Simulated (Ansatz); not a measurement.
# (InP)1(CuBr)2 [001] superlattice, started as zinc blende: the cell at rest

Aim: bring (InP)1(CuBr)2 [001] superlattice, started as zinc blende to small forces and stress, as phonons need.

Main program and level: Ansatz 0.2.0; DFT PBEsol, scalar-relativistic, plane waves, PAW.

The structure was built from a prototype and need not be the compound's stable phase.

### Step 1. The starting structure

It takes space group Imm2 (No. 44, orthorhombic). Conventional cell: a = 4.066 Å, b = 4.066 Å, c = 17.250 Å, α = 90.00°, β = 90.00°, γ = 90.00°. Br has 4 Cu at 2.49 Å nearest. Nearest to Br lie 2 Cu at 2.49 Å and 2 In at 2.49 Å. Nearest to Cu lie 2 P at 2.49 Å and 2 Br at 2.49 Å. Nearest to Cu lie 4 Br at 2.49 Å. In has 2 P at 2.49 Å and 2 Br at 2.49 Å nearest. Nearest to P lie 2 Cu at 2.49 Å and 2 In at 2.49 Å. Farther neighbours and most contacts between anions are not listed.

### Step 2. A coarse first look

First a cheap look: the gap decides the mesh and the occupations, the pressure tells how far the cell has to move.

input.yaml

```yaml
crystal:
  lattice:
    - [2.875, 2.875, 0.0]
    - [-2.875, 2.875, 0.0]
    - [2.875, 0.0, 8.625]
  atoms:
    - { symbol: Br, position: [0.75, 0.75, 0.5] }
    - { symbol: Br, position: [0.083333, 0.416667, 0.833333] }
    - { symbol: Cu, position: [0.333333, 0.666667, 0.333333] }
    - { symbol: Cu, position: [0.666667, 0.333333, 0.666667] }
    - { symbol: In, position: [0.0, 0.0, 0.0] }
    - { symbol: P, position: [0.416667, 0.083333, 0.166667] }
kpoints:
  mp_grid: { grid: [4, 4, 4] }
hamiltonian:
  xc: pbesol
scf:
  occupations: { method: gaussian, width: 0.1 }
output:
  forces: true
  stress: true
  eigenvalues: true
```

On the command line:

```console
ansatz run input.yaml --threads 8 --pin off --max-ram 14336MiB --backend cpu --events-out ev --progress --plain --runs-dir out
```

Numbers of over 12 decimals in the logs are rounded to 6 here.

What it wrote:

```text
[...]
k-point 0: bands = [... 31 lower, 5.7533, 6.5076, 6.9326, 7.0637, 7.6449, 9.1124, 9.3610, 10.2112, ... 1 higher]
  k-point 1: bands = [... 31 lower, 5.8792, 6.2130, 6.8244, 7.5845, 7.6152, 9.0289, 9.4142, 10.1255, ... 1 higher]
  k-point 2: bands = [... 31 lower, 6.0590, 6.0623, 6.6836, 7.5236, 8.1185, 8.9312, 9.4026, 9.9635, ... 1 higher]
  k-point 17: bands = [... 31 lower, 5.6631, 5.7012, 5.8602, 5.9945, 9.3387, 9.5193, 9.6841, 10.3317, ... 1 higher]
[key lines of the parts left out:]
SCF converged after 10 iterations
Free energy (F): -24915.618908 eV
Fermi energy:    7.736357 eV
P = ⅓ Tr σ = 0.8931 GPa (8.931 kbar)
```

Run time: 1.6 s. Hardware: 8 threads of Intel Xeon 6975P-C (Granite Rapids), shared host; peak memory 0.65 GiB.

This run has no spin polarisation, although Cu can carry a moment.

Numbers from this step:

```yaml
pressure: 0.8931 GPa
volume_per_atom: 23.76 Å³
gap_on_the_k_mesh: 0 eV
```

The coarse mesh shows no gap and a pressure of 0.9 GPa.

### Step 3. Rough relaxation

The start is far from rest, so a relaxation with loose tolerances brings it close first.

Edit input.yaml of step 2 so:

```diff
@@ -13,3 +13,3 @@
 kpoints:
-  mp_grid: { grid: [4, 4, 4] }
+  mp_grid: { grid: [6, 6, 6] }
 hamiltonian:
@@ -22 +22,6 @@
   eigenvalues: true
+relax:
+  adjacent_minimum: "off"
+  f_tol: 0.05
+  max_steps: 80
+  cell: { stress_tol: 0.5 }
```

What it wrote:

```text
[...]
Crystal: 6 atoms, lattice volume = 142.582 Å³
Basis set: ecut = 420 eV, 2785 PW (Γ), exchange–correlation on 60×60×128 points (8 copies of the dense FFT grid, shifted against one another)
Bands: 42, of which v1, the nominal top of the filled ones, is band 35 counted from 1 (34 counted from 0)
Symmetry: 4 space group operations
[...]
- [2.926176, 2.926176, 0]
    - [-2.929126, 2.929126, 0]
    - [2.927651, -0.00147491, 8.281378]
  atoms:
    - { symbol: Br, position: [0.750194, 0.749806, 0.499611] }
    - { symbol: Br, position: [0.095404, 0.404596, 0.809191] }
    - { symbol: Cu, position: [0.351414, 0.648586, 0.297172] }
    - { symbol: Cu, position: [0.678951, 0.321049, 0.642099] }
    - { symbol: In, position: [-0.023068, 0.023068, 0.046136] }
    - { symbol: P, position: [0.397105, 0.102895, 0.205791] }
[key lines of the parts left out:]
SCF converged after 7 iterations
Free energy (F): -24916.948584 eV
Fermi energy:    7.095612 eV
P = ⅓ Tr σ = -0.0157 GPa (-0.157 kbar)
```

Run time: 28 s. Hardware: 8 threads; peak memory 0.78 GiB; 3.3 min of CPU time.

The steps of the relaxation:

| step | energy less that of the first step (eV) | largest force component (eV/Å) | pressure (GPa) | volume (Å³) |
| --- | --- | --- | --- | --- |
| 1 | 0.0000 | 3.1389 | 0.76 | 142.58 |
| 2 | -0.8938 | 1.1231 | -0.88 | 143.49 |
| 3 | -1.2265 | 0.2769 | 1.79 | 137.66 |
| 4 | -1.2743 | 0.1895 | 0.18 | 141.43 |
| 5 | -1.2929 | 0.0992 | -0.25 | 142.72 |
| 6 | -1.2960 | 0.1414 | 0.13 | 141.88 |
| 7 | -1.2998 | 0.0146 | -0.01 | 141.96 |
| 8* | -1.2998 | 0.0148 | -0.02 | 141.96 |

Relaxation steps marked * repeat the geometry before them on a plane-wave basis chosen anew for their cell, so energy and pressure can jump there.

Forces are held to the 4 operations that the run works with; a distortion that breaks them can't arise in this run.

| conventional cell, symmetrised | before | after | change |
| --- | --- | --- | --- |
| a (Å) | 4.066 | 4.138 | +1.8 % |
| b (Å) | 4.066 | 4.142 | +1.9 % |
| c (Å) | 17.250 | 16.563 | -4.0 % |
| volume (Å³/atom) | 23.76 | 23.66 | -0.4 % |

The atoms that moved most (Å, as changes of fractional coordinates times the final cell):

| atom | dx | dy | dz | length |
| --- | --- | --- | --- | --- |
| In5 | 0.000 | 0.000 | 0.382 | 0.382 |
| P6 | 0.000 | 0.000 | 0.324 | 0.324 |
| Cu3 | 0.000 | 0.000 | -0.299 | 0.299 |
| Cu4 | 0.000 | 0.000 | -0.203 | 0.203 |
| Br2 | 0.000 | 0.000 | -0.200 | 0.200 |

The relaxed structure:

```xyz
6
Lattice="2.9262 2.9262 0.0000 -2.9291 2.9291 0.0000 2.9277 -0.0015 8.2814" Properties=species:S:1:pos:R:3 pbc="T T T"
Br    1.4616    4.3907    4.1375
Br    1.4631    1.4631    6.7012
Cu   -0.0015    2.9277    2.4610
Cu    2.9262    2.9262    5.3175
In    0.0000    0.0000    0.3821
P     1.4631    1.4631    1.7042
```

Numbers from this step:

- pressure: -0.01570 GPa
- volume per atom: 23.66 Å³
- gap on the k-mesh: 0.2049 eV
- direct gap on mesh: 0.2049 eV

In this step the volume went from 23.76 to 23.66 Å³/atom.

### Step 4. Bringing the structure to rest

The cell and atoms are relaxed, since residual forces and stress would shift the frequencies.

input.yaml

```yaml
crystal:
  lattice:
    - [2.9261760753, 2.9261760753, 0.0]
    - [-2.9291259038, 2.9291259038, 0.0]
    - [2.9276509895, -0.0014749142, 8.2813779134]
  atoms:
    - { symbol: Br, position: [0.7501942707, 0.7498057293, 0.4996114586] }
    - { symbol: Br, position: [0.0954044682, 0.4045955318, 0.8091910637] }
    - { symbol: Cu, position: [0.3514138245, 0.6485861755, 0.2971723509] }
    - { symbol: Cu, position: [0.6789507474, 0.3210492526, 0.6420985053] }
    - { symbol: In, position: [-0.0230679867, 0.0230679867, 0.0461359733] }
    - { symbol: P, position: [0.3971046759, 0.1028953241, 0.2057906483] }
kpoints:
  mp_grid: { grid: [8, 8, 8] }
hamiltonian:
  xc: pbesol
scf:
  occupations: { method: gaussian, width: 0.01 }
output:
  forces: true
  stress: true
  eigenvalues: true
  write_density: true
  write_potential: true
  elf: true
  volumetric_format: npy
relax:
  adjacent_minimum: "off"
  f_tol: 0.005
  max_steps: 80
  cell: { stress_tol: 0.05 }
```

What it wrote:

```text
[...]
Crystal: 6 atoms, lattice volume = 141.962 Å³
Basis set: ecut = 420 eV, 2767 PW (Γ), exchange–correlation on 60×60×120 points (8 copies of the dense FFT grid, shifted against one another)
Bands: 42, of which v1, the nominal top of the filled ones, is band 35 counted from 1 (34 counted from 0)
[... 1 set-up line as in the run before ...]
[...]
k-points: 95 of 512 (time reversal used)
[...]
SCF iter   1: F=—  HF=-24916.968537 eV  |F-HF|=—  |Δ(HF+E_count)|=         —  Δρ=8.10e-3  dr2=6.39e-2  ethr=1.77e-3  ⟨swp⟩=7.9  Hψ=18090  notcnv=0
[...]
SCF iter  10: F=-24916.953142 eV  HF=-24916.953142 eV  |F-HF|=5.66e-9  |Δ(HF+E_count)|=   2.51e-8  Δρ=3.04e-6  dr2=1.32e-8  ethr=1.43e-10  ⟨swp⟩=15.3  Hψ=30605  notcnv=0
SCF 1 converged in 10 iterations: F = -24916.953142 eV  dr2 = 1.32e-8
[...]
relax step   1: F+E_penalty+E_count = -24916.95314166 eV  Δ(F+E_penalty+E_count) = +0.000e0 eV  max|allowed force component| = 1.549e-2 eV/Å  Δτ_max = 0.0000 Å  P = -0.022 GPa  Ω = 141.962 Å³  (10 SCF iters, dr2 threshold 1.00e-7 eV, accepted)
Crystal: 6 atoms, lattice volume = 141.961 Å³
[...]
SCF iter   7: F=-24916.953238 eV  HF=-24916.953238 eV  |F-HF|=5.20e-10  |Δ(HF+E_count)|=  8.19e-10  Δρ=8.86e-7  dr2=1.44e-9  ethr=2.14e-11  ⟨swp⟩=9.9  Hψ=27282  notcnv=0
SCF 2 converged in 7 iterations: F = -24916.953238 eV  dr2 = 1.44e-9
relax step   2: F+E_penalty+E_count = -24916.95323816 eV  Δ(F+E_penalty+E_count) = -9.650e-5 eV  max|allowed force component| = 6.009e-3 eV/Å  Δτ_max = 0.0027 Å  P = -0.007 GPa  Ω = 141.961 Å³  energy of the carried Pulay correction = +2.509e-7 eV  (7 SCF iters, dr2 threshold 1.50e-8 eV, accepted)
Crystal: 6 atoms, lattice volume = 142.002 Å³
[...]
SCF iter   8: F=-24916.953257 eV  HF=-24916.953257 eV  |F-HF|=4.22e-10  |Δ(HF+E_count)|=  4.15e-10  Δρ=6.69e-7  dr2=4.94e-10  ethr=3.22e-12  ⟨swp⟩=8.6  Hψ=24768  notcnv=0
SCF 3 converged in 8 iterations: F = -24916.953257 eV  dr2 = 4.94e-10
relax step   3: F+E_penalty+E_count = -24916.95325677 eV  Δ(F+E_penalty+E_count) = -1.860e-5 eV  max|allowed force component| = 4.862e-3 eV/Å  Δτ_max = 0.0008 Å  P = -0.001 GPa  Ω = 142.002 Å³  energy of the carried Pulay correction = -1.065e-5 eV  (8 SCF iters, dr2 threshold 2.26e-9 eV, accepted)
[...]
SCF iter   6: F=-24916.953259 eV  HF=-24916.953259 eV  |F-HF|=1.46e-11  |Δ(HF+E_count)|=  1.46e-11  Δρ=8.67e-8  dr2=1.90e-11  ethr=1.00e-12  ⟨swp⟩=6.1  Hψ=20334  notcnv=0
SCF 4 converged in 6 iterations: F = -24916.953259 eV  dr2 = 1.90e-11
relax step   4: F+E_penalty+E_count = -24916.95325893 eV  Δ(F+E_penalty+E_count) = -2.160e-6 eV  max|allowed force component| = 4.866e-3 eV/Å  Δτ_max = 0.0000 Å  P = -0.001 GPa  Ω = 142.002 Å³  stress off target by 5.32e-3 GPa  SCF on the basis re-selected at this cell (its energy is not comparable with the rows above)  (6 SCF iters)
basis re-selected at this cell: Δ(F+E_penalty+E_count) = -2.160e-6 eV, ΔP = -0.000 GPa vs the last step (what re-selecting the basis moved, of the pressure what is left beyond the Pulay correction that the steps carried, after the strain that the cell walked since its last selection, with what the two solves' SCF thresholds leave and, on support functions, any second-order correction that the steps lacked; it is no m [...]
SCF converged after 6 iterations
Free energy (F): -24916.953259 eV
[...]
Internal energy: -24916.953259 eV  (E = F + TS)
E sigma→0 (E₀):  -24916.953259 eV
Fermi energy:    7.074677 eV
[...]
--- Forces (eV/Å), atoms counted from 1 ---
  atom   1  Br     0.00000000    -0.00000000    -0.00279153
  atom   2  Br    -0.00000000     0.00000000     0.00486604
  atom   3  Cu     0.00000000    -0.00000000    -0.00106601
  atom   4  Cu    -0.00000000     0.00000000     0.00005104
  atom   5  In     0.00000000    -0.00000000    -0.00432563
  atom   6  P     -0.00000000     0.00000000     0.00326515
  max |Σ_I F_I| component: 9.38e-7 eV/Å
--- Stress (GPa, compression-positive) ---
       -0.000554       0.004770      -0.000000
        0.004770      -0.000554       0.000000
       -0.000000       0.000000      -0.001913
  P = ⅓ Tr σ = -0.0010 GPa (-0.010 kbar)
--- Band table (eV; the first three rows and the last of 95) ---
  k-point 0: bands = [... 31 lower, 6.0208, 6.5522, 6.8024, 6.9742, 7.1751, 9.0385, 9.7549, 10.1510, ... 3 higher]
  k-point 1: bands = [... 31 lower, 6.0369, 6.5260, 6.6051, 6.9512, 7.4235, 9.0168, 9.7543, 10.1718, ... 3 higher]
  k-point 2: bands = [... 31 lower, 6.0792, 6.3585, 6.4549, 6.8924, 7.8052, 8.9693, 9.7199, 10.2602, ... 3 higher]
  k-point 94: bands = [... 31 lower, 5.3232, 5.3593, 5.5911, 5.9186, 8.2150, 8.6059, 10.3381, 11.0395, ... 3 higher]
--- Relaxed structure (3 steps of the walk, 3 accepted, 1 SCFs on fresh bases) ---
[...]
cell:  # Å, volume = 142.0017 Å³
    - [2.923152, 2.923152, -4.493994232542713e-19]
    - [-2.926078, 2.926078, -1.7666599068032465e-11]
    - [2.924615, -0.00146302, 8.300918]
  atoms:
    - { symbol: Br, position: [0.749982, 0.750018, 0.500036] }
    - { symbol: Br, position: [0.095380, 0.404620, 0.809240] }
    - { symbol: Cu, position: [0.351530, 0.648470, 0.296941] }
    - { symbol: Cu, position: [0.678806, 0.321194, 0.642389] }
    - { symbol: In, position: [-0.022978, 0.022978, 0.045955] }
    - { symbol: P, position: [0.397280, 0.102720, 0.205440] }
```

Wall time 26 s (8 threads); peak memory 0.98 GiB; 3.1 min of CPU time.

The steps of the relaxation:

| step | energy less that of the first step (eV) | largest force component (eV/Å) | pressure (GPa) | volume (Å³) |
| --- | --- | --- | --- | --- |
| 1 | 0.0000 | 0.0155 | -0.02 | 141.96 |
| 2 | -0.0001 | 0.0060 | -0.01 | 141.96 |
| 3 | -0.0001 | 0.0049 | 0.00 | 142.00 |
| 4* | -0.0001 | 0.0049 | 0.00 | 142.00 |

Relaxation steps marked * repeat the geometry before them on a plane-wave basis chosen anew for their cell, so energy and pressure can jump there.

The run keeps the 4 symmetry operations that it works with, so distortions that break them were not tested.

| conventional cell, symmetrised | before | after | change |
| --- | --- | --- | --- |
| a (Å) | 4.138 | 4.134 | -0.1 % |
| b (Å) | 4.142 | 4.138 | -0.1 % |
| c (Å) | 16.563 | 16.602 | +0.2 % |
| volume (Å³/atom) | 23.66 | 23.67 | +0.0 % |

Final coordinates:

```xyz
6
Lattice="2.9232 2.9232 0.0000 -2.9261 2.9261 0.0000 2.9246 -0.0015 8.3009" Properties=species:S:1:pos:R:3 pbc="T T T"
Br    1.4601    4.3862    4.1508
Br    1.4616    1.4616    6.7174
Cu   -0.0015    2.9246    2.4649
Cu    2.9232    2.9232    5.3324
In    0.0000    0.0000    0.3815
P     1.4616    1.4616    1.7053
```

This step gave:

```
pressure           : -0.001007 GPa
gap on the k-mesh  : 0.2009 eV
volume per atom    : 23.67 Å³
direct gap on mesh : 0.2009 eV
```

Electrostatic potential energy in the ac plane of the conventional cell at fractional y = 0.000, with atoms of Br and Cu and In and P within 0.2 Å of it. With pseudopotentials it is smooth inside the atoms' cores, unlike the true potential.

Values in eV, 24 rows by 14 columns, each cell a mean:
```
-19 -15  -5   3   8  10  10  11  10   9   6   0 -10 -17
  7   7   8   9  10  10  11  11  11  10  10   9   8   7
 10  10  11  11  11  11  11  11  11  11  11  11  10  10
 11  11  11  11  11  11  10  10  10  11  11  11  11  11
 11  11  11  10   7   1  -8 -10  -4   4   8  10  11  11
 11  11  10   5 -12 -46 -59 -60 -56 -31  -1   8  10  11
  7   8   8   6  -7 -35 -51 -53 -46 -21   1   7   8   7
-31 -24  -7   4   7   6   2   1   4   7   7   0 -15 -29
-47 -42 -22   1   8  10  11  11  11  10   6  -8 -34 -46
-12  -6   3   8  10  11  11  11  11  10   9   6  -1 -10
 10  11  11  11  11  10  10  10  10  10  11  11  11  10
 11  11  11  11  10  10   9   9   9  10  10  11  11  11
 11  11  11  10   8   6   3   2   4   7   9  10  11  11
 10  10   9   6  -7 -34 -50 -53 -45 -21   1   8  10  10
  4   6   6   4 -14 -48 -60 -60 -57 -33  -3   6   6   5
-37 -30 -12   2   4  -2 -11 -13  -7   2   4  -3 -21 -34
-44 -40 -20   1   8   9  10  10  10   9   6  -7 -31 -43
 -6  -2   5   9  10  11  11  11  11  11  10   7   2  -4
 10  10  11  11  11  11  11  11  11  11  11  11  11  10
 11  11  11  11  10   9   8   8   9  10  11  11  11  11
 10  10  10   7   1 -13 -28 -31 -22  -6   5   9  10  10
  3   4   5   3 -11 -41 -60 -61 -54 -26  -2   5   5   3
-30 -26 -14  -2   1  -7 -18 -21 -13  -2   1  -7 -21 -29
-37 -37 -27  -8   4   8   9   9   8   7   0 -17 -33 -37
```
Columns run along a (4.1 Å; values clipped at the 3rd and 97th percentile), rows up along c (16.6 Å), edges of the conventional cell, whose origin can differ from the input's. Atoms in or near the plane, at fractional coordinates: Br at (0.50, 0.75), Br at (0.50, 0.40), Cu at (0.00, 0.65), Cu at (0.00, 0.32), In at (0.00, 0.02), P at (0.50, 0.10).

Valence density in the ac plane of the conventional cell at fractional y = 0.000, with atoms of Br and Cu and In and P within 0.2 Å of it. It is the smooth field of the valence electrons, not physical close to the nuclei.

Ten steps, logarithmic in the rise over the least value, from '_' (0 e/Å³) to '@' (41 e/Å³), each cell a mean:
```
--::..________________..::--
____________________________
____________________________
____________________________
________......::....________
______..::::::..::::..______
______..::::::::::::....____
##++::..................--**
@@##==..______________::++@@
--::..__________________..--
____________________________
____________________________
__________........__________
______..::::::::::::..______
..____..::::::..::::::..____
%%**--......::::........==##
@@##==..______________::++%%
::....__________________..::
____________________________
____________________________
________............________
____..........__..::....____
++==::................::--==
##**==::..__________..::++**
```
Columns run along a (4.1 Å), rows up along c (16.6 Å), edges of the conventional cell, whose origin can differ from the input's. Atoms in or near the plane, at fractional coordinates: Br at (0.50, 0.75), Br at (0.50, 0.40), Cu at (0.00, 0.65), Cu at (0.00, 0.32), In at (0.00, 0.02), P at (0.50, 0.10).

ELF in the ac plane of the conventional cell at fractional y = 0.000, with atoms of Br and Cu and In and P within 0.2 Å of it. It is the smooth field of the valence electrons, not physical close to the nuclei.

Ten even steps from '0' (0.01) to '9' (0.84), each cell a mean:
```
22223222232222
11100000000111
00000000000000
00001233221000
00257899886410
01599721499730
11379854799521
43124688753123
85211111111237
22221100012222
11110000000111
00000111100000
00135788764200
01489854699620
11379721499521
53225899974124
75211223211236
21111000001112
00000000000000
00013567642100
01357876787420
22478500278632
12258976896321
00234666653210
```
Columns run along a (4.1 Å), rows up along c (16.6 Å), edges of the conventional cell, whose origin can differ from the input's. Atoms in or near the plane, at fractional coordinates: Br at (0.50, 0.75), Br at (0.50, 0.40), Cu at (0.00, 0.65), Cu at (0.00, 0.32), In at (0.00, 0.02), P at (0.50, 0.10).

In this step the volume went from 23.66 to 23.67 Å³/atom.

### Step 5. Relaxing to small forces for the phonons

Phonons need a cell at rest on their own settings, so the relaxation is repeated with tight tolerances on forces and stress on the k mesh and occupations of the first response run.

input.yaml

```yaml
crystal:
  lattice:
    - [2.9231518682, 2.9231518682, 0.0]
    - [-2.9260779026, 2.9260779026, 0.0]
    - [2.9246148853, -0.0014630172, 8.3009182829]
  atoms:
    - { symbol: Br, position: [0.7499821933, 0.7500178067, 0.5000356134] }
    - { symbol: Br, position: [0.0953801575, 0.4046198425, 0.8092396849] }
    - { symbol: Cu, position: [0.3515295849, 0.6484704151, 0.2969408303] }
    - { symbol: Cu, position: [0.6788056156, 0.3211943844, 0.6423887688] }
    - { symbol: In, position: [-0.0229776112, 0.0229776112, 0.0459552223] }
    - { symbol: P, position: [0.3972800598, 0.1027199402, 0.2054398804] }
kpoints:
  mp_grid: { grid: [8, 8, 8] }
hamiltonian:
  xc: pbesol
scf:
  occupations: { method: gaussian, width: 0.01 }
output:
  forces: true
  stress: true
  eigenvalues: true
relax:
  adjacent_minimum: "off"
  f_tol: 0.001
  max_steps: 60
  cell: { stress_tol: 0.01 }
```

What it wrote:

```text
[...]
Crystal: 6 atoms, lattice volume = 142.002 Å³
Basis set: ecut = 420 eV, 2767 PW (Γ), exchange–correlation on 60×60×120 points (8 copies of the dense FFT grid, shifted against one another)
Bands: 42, of which v1, the nominal top of the filled ones, is band 35 counted from 1 (34 counted from 0)
[... 1 set-up line as in the run before ...]
[...]
k-points: 95 of 512 (time reversal used)
[...]
- [-2.925983, 2.925983, -1.7624396464303374e-11]
    - [2.924523, -0.00146051, 8.300952]
  atoms:
    - { symbol: Br, position: [0.750006, 0.749994, 0.499988] }
    - { symbol: Br, position: [0.095335, 0.404665, 0.809329] }
    - { symbol: Cu, position: [0.351541, 0.648459, 0.296919] }
    - { symbol: Cu, position: [0.678803, 0.321197, 0.642394] }
    - { symbol: In, position: [-0.022960, 0.022960, 0.045920] }
    - { symbol: P, position: [0.397275, 0.102725, 0.205450] }
[key lines of the parts left out:]
SCF converged after 7 iterations
Free energy (F): -24916.953262 eV
Fermi energy:    7.075650 eV
P = ⅓ Tr σ = 0.0008 GPa (0.008 kbar)
```

Wall time 24 s (8 threads); peak memory 0.97 GiB; 2.9 min of CPU time.

Little changed from the start: no atom moved by 0.005 Å and no cell edge by 0.1 %.

This step gave:

```
pressure           : 8.48e-4 GPa
gap on the k-mesh  : 0.2006 eV
direct gap on mesh : 0.2006 eV
```

The largest force component left is 0.61 meV/Å and the pressure is 0.001 GPa, within the tolerances set. The cell now holds 23.67 Å³/atom.

### Step 6. What came out

```
space group after relaxation (within 0.01 Å) : Imm2
lattice constant a                           : 4.134 Å
lattice constant b                           : 4.138 Å
lattice constant c                           : 16.602 Å
volume per atom                              : 23.7 Å³
gap on the k-mesh                            : 0.201 eV
```

What this shows: The largest force component left is 0.61 meV/Å and the pressure is 0.001 GPa, within the tolerances set. The cell now holds 23.67 Å³/atom. The relaxation keeps the symmetry of its start, so it says nothing on stability against lower symmetry. The starting cell was built on a prototype and not taken from a measurement, so the phase need not exist.

[Logs are printed without paths, hosts, clocks, repeated set-up lines and the standing remarks that a program may print on its own settings, such as how far it seeks lower states.]

[Hosts, paths, dates, database ids (printed as entryN), source tags and the programs' standing remarks are cut or masked in the printed files.]
